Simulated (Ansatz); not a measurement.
# The perfect V wire along [111], 4 atoms a period, part 3 of 4

What gap, if any, does the V wire along [111], 4 atoms a period have, and how does it change with the functional and under strain?

Ansatz 0.2.0; DFT PBE, plane waves, PAW; relaxation of a wire's period (the session's first sound run).

So far, absolute moment (μB): step 2 (relaxation of atoms and period, PBE) 3.58; step 3 (the wire at its relaxed period, PBE) 3.58; step 4 (levels at the same atoms, level LDA, cutoff 420 eV, LDA PBE) 2.65; step 5 (levels at the same atoms, level PBEsol, cutoff 420 eV, PBEsol PBE) 3.55; step 6 (another level of theory, level r2SCAN, cutoff 500 eV, r2SCAN PBE) 6.30.

## (7) Another level of theory, level PBE, no spin, cutoff 420 eV

This step: DFT PBE, plane waves, PAW; bands of a perfect wire at the PBE geometry (Ansatz 0.2.0).

The same atoms without spin show what the magnetic order does to the bands. Against the first PBE run of this kind, the mesh along the wire has 25 points against 33.

The input, input.yaml:

```yaml
crystal:
  lattice:
    - [11.028, 0.0, 0.0]
    - [0.0, 9.241, 0.0]
    - [0.0, 0.0, 2.4466267509]
  atoms:
    - { symbol: V, position: [0.321714053, 0.500017573, 0.0] }
    - { symbol: V, position: [0.500022604, 0.378561634, 0.353122973] }
    - { symbol: V, position: [0.500022604, 0.621473511, 0.646877027] }
    - { symbol: V, position: [0.678331155, 0.500017573, 0.0] }
kpoints:
  mp_grid: { grid: [1, 1, 25] }
  band_path: { path: ["Γ", Z], npoints: 50 }
scf:
  occupations: { method: fermi_dirac, width: 0.05 }
hamiltonian:
  xc: pbe
```

Started as:

```bash
> ansatz run input.yaml --threads 8 --pin off --max-ram 16384MiB --backend cpu --events-out ev --progress --plain --runs-dir out
```

Numbers of over 12 decimals in the logs are rounded to 6 here.

The log of the run:

```text
[...]
Crystal: 4 atoms, lattice volume = 249.335 Å³
Basis set: ecut = 420 eV, 4827 PW (Γ)
Bands: 32, of which v1, the nominal top of the filled ones, is band 26 counted from 1 (25 counted from 0)
Symmetry: 4 space group operations
[...]
k-points: 13 of 25
[...]
--- Band table (eV; the first three rows and the last of 13) ---
  k-point 0: bands = [... 22 lower, -0.2079, -0.0030, 0.2411, 0.6024, 0.7359, 0.8800, 1.0447, 1.6086, ... 2 higher]
  k-point 1: bands = [... 22 lower, -0.1946, 0.0064, 0.2768, 0.6031, 0.7266, 0.9038, 1.0244, 1.5813, ... 2 higher]
  k-point 2: bands = [... 22 lower, -0.1580, 0.0288, 0.3777, 0.5964, 0.7103, 0.9638, 0.9717, 1.5025, ... 2 higher]
  k-point 12: bands = [... 22 lower, -0.1522, -0.0813, 1.1235, 1.5141, 1.5648, 1.9714, 2.1379, 2.2540, ... 2 higher]
[key lines of the parts left out:]
SCF converged after 10 iterations
Free energy (F): -11642.189123 eV
Fermi energy:    0.831765 eV
```

Wall time 2.9 s (8 threads of Intel Xeon Platinum 8259CL at 2.50GHz (Skylake/Cascade Lake), shared host); peak memory 0.81 GiB; 20 s of CPU time.

Electronic bands along the path, in eV, zero at the Fermi level:

```
  point  band 24  band 25  band 26  band 27  band 28  band 29  band 30  band 31
      Γ    -0.83    -0.59    -0.23    -0.10     0.05     0.21     0.78     0.90
halfway    -0.38    -0.25    -0.13    -0.06     0.03     0.12     0.56     1.12
      Z    -0.92     0.30     0.69     0.77     1.14     1.32     1.42     1.52
```

Bands cross the Fermi level, as under PBE at the relaxed period.

## (8) At a strained period, period over the relaxed period 0.97, k-mesh 1×1×26

This step: DFT PBE, plane waves, PAW; relaxation at a fixed period (Ansatz 0.2.0).

The period is set to 0.97 times the relaxed one and the atoms relax within it: strain changes bond lengths and angles, which shifts the bands against each other. Against the first PBE run of this kind, the mesh along the wire has 26 points against 33.

The cell differs from the one that the last finished run ended in (c 2.447 → 2.373 Å).

The input, input.yaml:

```yaml
crystal:
  lattice:
    - [11.028, 0.0, 0.0]
    - [0.0, 9.241, 0.0]
    - [0.0, 0.0, 2.3732279484]
  atoms:
    - { symbol: V, position: [0.321714053, 0.500017573, 0.0], spin: 1.05 }
    - { symbol: V, position: [0.500022604, 0.378561634, 0.353122973], spin: -0.11 }
    - { symbol: V, position: [0.500022604, 0.621473511, 0.646877027], spin: -0.11 }
    - { symbol: V, position: [0.678331155, 0.500017573, 0.0], spin: 1.05 }
magnetization:
  spin_polarized: true
kpoints:
  mp_grid: { grid: [1, 1, 26] }
  band_path: { path: ["Γ", Z], npoints: 50 }
scf:
  occupations: { method: fermi_dirac, width: 0.05 }
hamiltonian:
  xc: pbe
relax:
  max_steps: 40
  f_tol: 0.02
output:
  stress: true
```

The log of the run:

```text
Warning: output.stress: scf.convergence.dr2_threshold = 1e-7 eV (the SCF's general default) is looser than the 4e-10 eV advised for a printed stress (1e-10 eV for each atom of the cell: 4). What an SCF threshold leaves in a stress goes as its square root, and in the free energy as the threshold itself, and one threshold admits the most on a small cell: [figures from the program's tests cut] Every solve of this run an [...]
[...]
Crystal: 4 atoms, lattice volume = 241.855 Å³
Basis set: ecut = 420 eV, 4645 PW (Γ), exchange–correlation on 150×128×32 points (8 copies of the dense FFT grid, shifted against one another)
Bands: 33, of which v1, the nominal top of the filled ones, is band 26 counted from 1 (25 counted from 0)
Symmetry: 4 space group operations
[...]
k-points: 14 of 26
[...]
Starting moments: Σ|m| = 2.32 μB on 4 of 4 sites
[...]
SCF iter   1: F=—  HF=-11641.523636 eV  |F-HF|=—  |Δ(HF+E_count)|=         —  Δρ=2.56e-2 (↑2.48e-2 ↓2.56e-2)  dr2=3.15e1  dr2_m=9.26e-2  M=1.512 μB ∫|m|=1.848 μB  β_m=0.30  ethr=3.10e-3  ⟨swp⟩=7.7  Hψ=4680  notcnv=0
[...]
SCF iter  14: F=-11642.258096 eV  HF=-11642.258096 eV  |F-HF|=2.31e-7  |Δ(HF+E_count)|=   5.21e-7  Δρ=6.26e-6 (↑5.70e-6 ↓6.26e-6)  dr2=4.41e-7  dr2_m=2.05e-8  M=2.930 μB ∫|m|=3.273 μB  ethr=1.06e-8  ⟨swp⟩=2.9  Hψ=3116  notcnv=0
SCF 1 converged in 14 iterations: F = -11642.258096 eV  dr2 = 4.41e-7
[...]
relax step   1: F+E_penalty+E_count = -11642.25809582 eV  Δ(F+E_penalty+E_count) = +0.000e0 eV  max|allowed force component| = 4.061e-1 eV/Å  Δτ_max = 0.0000 Å  (14 SCF iters, dr2 threshold 1.00e-5 eV, accepted)
[...]
SCF iter   7: F=-11642.270053 eV  HF=-11642.270055 eV  |F-HF|=1.15e-6  |Δ(HF+E_count)|=   2.18e-6  Δρ=2.05e-5 (↑2.05e-5 ↓9.18e-6)  dr2=1.65e-6  dr2_m=2.80e-7  M=2.963 μB ∫|m|=3.318 μB  ethr=3.61e-9  ⟨swp⟩=1.9  Hψ=2935  notcnv=0
SCF 2 converged in 7 iterations: F = -11642.270053 eV  dr2 = 1.65e-6
relax step   2: F+E_penalty+E_count = -11642.27005347 eV  Δ(F+E_penalty+E_count) = -1.196e-2 eV  max|allowed force component| = 1.854e-1 eV/Å  Δτ_max = 0.0165 Å  (7 SCF iters, dr2 threshold 1.03e-5 eV, accepted)
SCF iter   1: F=—  HF=-11642.270608 eV  |F-HF|=—  |Δ(HF+E_count)|=         —  Δρ=6.29e-4 (↑5.98e-4 ↓6.29e-4)  dr2=4.37e-3  dr2_m=1.72e-4  M=2.938 μB ∫|m|=3.312 μB  β_m=0.65  ethr=1.73e-4  ⟨swp⟩=2.4  Hψ=1855  notcnv=0  defer=7
[...]
SCF iter   9: F=-11642.272580 eV  HF=-11642.272582 eV  |F-HF|=1.79e-6  |Δ(HF+E_count)|=   1.56e-6  Δρ=1.60e-5 (↑1.60e-5 ↓5.69e-6)  dr2=1.99e-6  dr2_m=7.89e-8  M=2.976 μB ∫|m|=3.319 μB  ethr=7.78e-10  ⟨swp⟩=2.0  Hψ=3393  notcnv=0
SCF 3 converged in 9 iterations: F = -11642.272580 eV  dr2 = 1.99e-6
relax step   3: F+E_penalty+E_count = -11642.27258003 eV  Δ(F+E_penalty+E_count) = -2.527e-3 eV  max|allowed force component| = 1.129e-2 eV/Å  Δτ_max = 0.0127 Å  (9 SCF iters, dr2 threshold 2.15e-6 eV, accepted)
[...]
SCF iter   4: F=-11642.272582 eV  HF=-11642.272582 eV  |F-HF|=2.28e-8  |Δ(HF+E_count)|=   6.32e-8  Δρ=2.36e-6 (↑1.14e-6 ↓2.36e-6)  dr2=3.06e-8  dr2_m=3.87e-9  M=2.977 μB ∫|m|=3.319 μB  ethr=1.70e-11  ⟨swp⟩=1.7  Hψ=3066  notcnv=0
SCF 4 converged in 4 iterations: F = -11642.272582 eV  dr2 = 3.06e-8
relax step   4: F+E_penalty+E_count = -11642.27258189 eV  Δ(F+E_penalty+E_count) = -1.858e-6 eV  max|allowed force component| = 1.145e-2 eV/Å  Δτ_max = 0.0000 Å  (4 SCF iters, accepted)
[...]
the band table was solved once a step of the walk had ended and its energy, with any forces and stress, was formed, with the checks that follow a solve (4704 applications of the Hamiltonian). They found nothing against the state; the energy, forces and stress were not computed again (output.eigenvalues in the input reference)
[...]
SCF converged after 4 iterations
Magnetization: 2.9772 μB (27.4886 up, 24.5114 down)
Absolute magnetization: 3.3593 μB (∫|ρ↑−ρ↓|, with the PAW one-centre terms)
[...]
Per-site moments (μB) at R_I (Å): [(0.918013, 0.978956528715), (-0.038140, 0.978956528715), (-0.038140, 0.978956528715), (0.918013, 0.978956528715)]
Free energy (F): -11642.272582 eV
[...]
Internal energy: -11642.218945 eV  (E = F + TS)
E sigma→0 (E₀):  -11642.245763 eV
Entropy (-TS):   -0.053637 eV (-13.409 meV/atom)
Fermi energy:    0.902308 eV
[...]
--- Forces (eV/Å), atoms counted from 1 ---
  atom   1  V      0.00105519     0.00000000     0.00000000
  atom   2  V      0.00000000    -0.00046824    -0.01145141
  atom   3  V      0.00000000     0.00046824     0.01145141
  atom   4  V     -0.00105519     0.00000000     0.00000000
  max |Σ_I F_I| component: 0.00e0 eV/Å
--- Stress (GPa, compression-positive) ---
       -0.046567       0.000000       0.000000
        0.000000       0.037209       0.056246
        0.000000       0.056245       0.943178
  P = ⅓ Tr σ = 0.3113 GPa (3.113 kbar)
--- Band table (eV; the first three rows and the last of 28) ---
  k-point 0 ↑: bands = [... 22 lower, -0.4390, -0.4224, -0.1272, 0.0844, 0.4355, 0.5823, 0.9485, 1.3820, ... 3 higher]
  k-point 1 ↑: bands = [... 22 lower, -0.4178, -0.4056, -0.0866, 0.0869, 0.4331, 0.5992, 0.9297, 1.3606, ... 3 higher]
  k-point 2 ↑: bands = [... 22 lower, -0.3587, -0.3572, 0.0333, 0.0908, 0.4272, 0.6441, 0.8696, 1.2990, ... 3 higher]
  k-point 13 ↓: bands = [... 22 lower, 0.0516, 0.1399, 1.5604, 1.9581, 2.1805, 2.3609, 2.4738, 2.7880, ... 3 higher]
--- Relaxed structure (4 steps of the walk, 4 accepted, 0 SCFs on fresh bases) ---
  F+E_penalty+E_count = -11642.27258189 eV   max|allowed force component| = 1.145e-2 eV/Å
  atoms:
    - { symbol: V, position: [0.319869, 0.50001757275, 0.0] }
    - { symbol: V, position: [0.500023, 0.376178, 0.352654] }
    - { symbol: V, position: [0.500023, 0.623857, 0.647346] }
    - { symbol: V, position: [0.680176, 0.50001757275, 0.0] }
```

Elapsed: 12 s, on 8 threads; peak memory 0.93 GiB; 88 s of CPU time.

Step by step:

```
step  energy less that of the first step (eV)  largest force component (eV/Å)
   1                                   0.0000                          0.4061
   2                                  -0.0120                          0.1854
   3                                  -0.0145                          0.0113
   4                                  -0.0145                          0.0115
```

The run keeps the 4 symmetry operations that it works with, so distortions that break them were not tested.

The atoms that moved most (Å):

| atom | dx | dy | dz | length |
| --- | --- | --- | --- | --- |
| V3 | 0.000 | 0.022 | 0.001 | 0.022 |
| V2 | 0.000 | -0.022 | -0.001 | 0.022 |
| V1 | -0.020 | 0.000 | 0.000 | 0.020 |
| V4 | 0.020 | 0.000 | 0.000 | 0.020 |

The relaxed structure:

```xyz
4
Lattice="11.0280 0.0000 0.0000 0.0000 9.2410 0.0000 0.0000 0.0000 2.3732" Properties=species:S:1:pos:R:3
V     3.5275    4.6207    0.0000
V     5.5142    3.4763    0.8369
V     5.5142    5.7651    1.5363
V     7.5010    4.6207    0.0000
```

Numbers from this step:

* energy at zero smearing: -11642.2458 eV
* total moment: 2.977 μB
* absolute moment: 3.359 μB

The electronic bands at the labelled points (eV, zero at the Fermi level):

| point | up 25 | up 26 | up 27 | up 29 | down 24 | down 25 | down 26 | down 27 |
| --- | --- | --- | --- | --- | --- | --- | --- | --- |
| Γ | -1.03 | -0.82 | -0.47 | 0.05 | -0.65 | -0.56 | 0.18 | 0.26 |
| halfway | -0.50 | -0.49 | -0.38 | -0.21 | -0.09 | 0.02 | 0.27 | 0.39 |
| Z | -0.03 | 0.47 | 0.67 | 1.12 | -0.76 | 0.66 | 1.06 | 1.28 |

Site moment by atom:

```csv
atom,site moment (μB)
V1,0.918
V2,-0.038
V3,-0.038
V4,0.918
```

Bands cross the Fermi level, as under PBE at the relaxed period, with an absolute moment of 3.36 μB a cell.

## (9) Strain along the wire, period over the relaxed period 1.1, k-mesh 1×1×23

The period is set to 1.1 times the relaxed one and the atoms relax within it: strain changes bond lengths and angles, which shifts the bands against each other. Against the first PBE run of this kind, the mesh along the wire has 23 points against 33.

The cell differs from the one that the last finished run ended in (c 2.373 → 2.691 Å).

Changes to input.yaml since step 8:

```diff
@@ -4,3 +4,3 @@
     - [0.0, 9.241, 0.0]
-    - [0.0, 0.0, 2.3732279484]
+    - [0.0, 0.0, 2.691289426]
   atoms:
@@ -13,3 +13,3 @@
 kpoints:
-  mp_grid: { grid: [1, 1, 26] }
+  mp_grid: { grid: [1, 1, 23] }
   band_path: { path: ["Γ", Z], npoints: 50 }
```

The log of the run:

```text
[...]
Crystal: 4 atoms, lattice volume = 274.269 Å³
Basis set: ecut = 420 eV, 5379 PW (Γ), exchange–correlation on 150×128×36 points (8 copies of the dense FFT grid, shifted against one another)
Bands: 33, of which v1, the nominal top of the filled ones, is band 26 counted from 1 (25 counted from 0)
[...]
--- Relaxed structure (4 steps of the walk, 4 accepted, 0 SCFs on fresh bases) ---
  F+E_penalty+E_count = -11642.21356686 eV   max|allowed force component| = 1.869e-2 eV/Å
  atoms:
    - { symbol: V, position: [0.326600, 0.50001757275, 0] }
    - { symbol: V, position: [0.500023, 0.385534, 0.348312] }
    - { symbol: V, position: [0.500023, 0.614501, 0.651688] }
    - { symbol: V, position: [0.673446, 0.50001757275, 0] }
[key lines of the parts left out:]
SCF converged after 7 iterations
Magnetization: 4.4502 μB (28.2251 up, 23.7749 down)
Free energy (F): -11642.213567 eV
Fermi energy:    0.522561 eV
P = ⅓ Tr σ = -0.2701 GPa (-2.701 kbar)
```

Run time: 14 s. Hardware: 8 threads; peak memory 0.99 GiB; 1.7 min of CPU time.

Relaxation path:

```
step  energy less that of the first step (eV)  largest force component (eV/Å)
   1                                   0.0000                          1.0323
   2                                  -0.0866                          0.4625
   3                                  -0.1038                          0.0672
   4                                  -0.1043                          0.0187
```

Forces are held to the 4 operations that the run works with; a distortion that breaks them can't arise in this run.

The atoms that moved most (Å):

```
atom      dx      dy      dz  length
  V2   0.000   0.064  -0.013   0.066
  V3   0.000  -0.064   0.013   0.066
  V4  -0.054   0.000   0.000   0.054
  V1   0.054   0.000   0.000   0.054
```

Final coordinates:

```
V
1.0
    11.02800    0.00000    0.00000
     0.00000    9.24100    0.00000
     0.00000    0.00000    2.69129
V
4
Direct
  0.32660 0.50002 0.00000
  0.50002 0.38553 0.34831
  0.50002 0.61450 0.65169
  0.67345 0.50002 0.00000
```

Numbers from this step:

* energy at zero smearing: -11642.1899 eV
* total moment: 4.450 μB
* absolute moment: 5.565 μB

Electronic bands along the path, in eV, zero at the Fermi level:

```
  point  up 27  up 28  up 29  up 30  down 23  down 24  down 25  down 26
      Γ  -0.19  -0.15   0.06   0.62    -0.62     0.14     0.23     0.25
halfway  -0.56  -0.52  -0.35   0.50    -0.51    -0.31    -0.04     0.45
      Z  -0.08   0.48   0.59   1.05    -0.69     0.20     0.53     0.86
```

Bands cross the Fermi level, as under PBE at the relaxed period, with an absolute moment of 5.57 μB a cell.

Between step 8 and this run (period over the relaxed period 1.1 and k-mesh 1×1×23) the value for the absolute moment moves from 3.36 μB to 5.57 μB (+66 %).

(Continued in part 4 of 4.)

[Logs are printed without paths, hosts, clocks, repeated set-up lines and the standing remarks that a program may print on its own settings, such as how far it seeks lower states.]

[Hosts, paths, dates, database ids (printed as entryN), source tags and the programs' standing remarks are cut or masked in the printed files.]
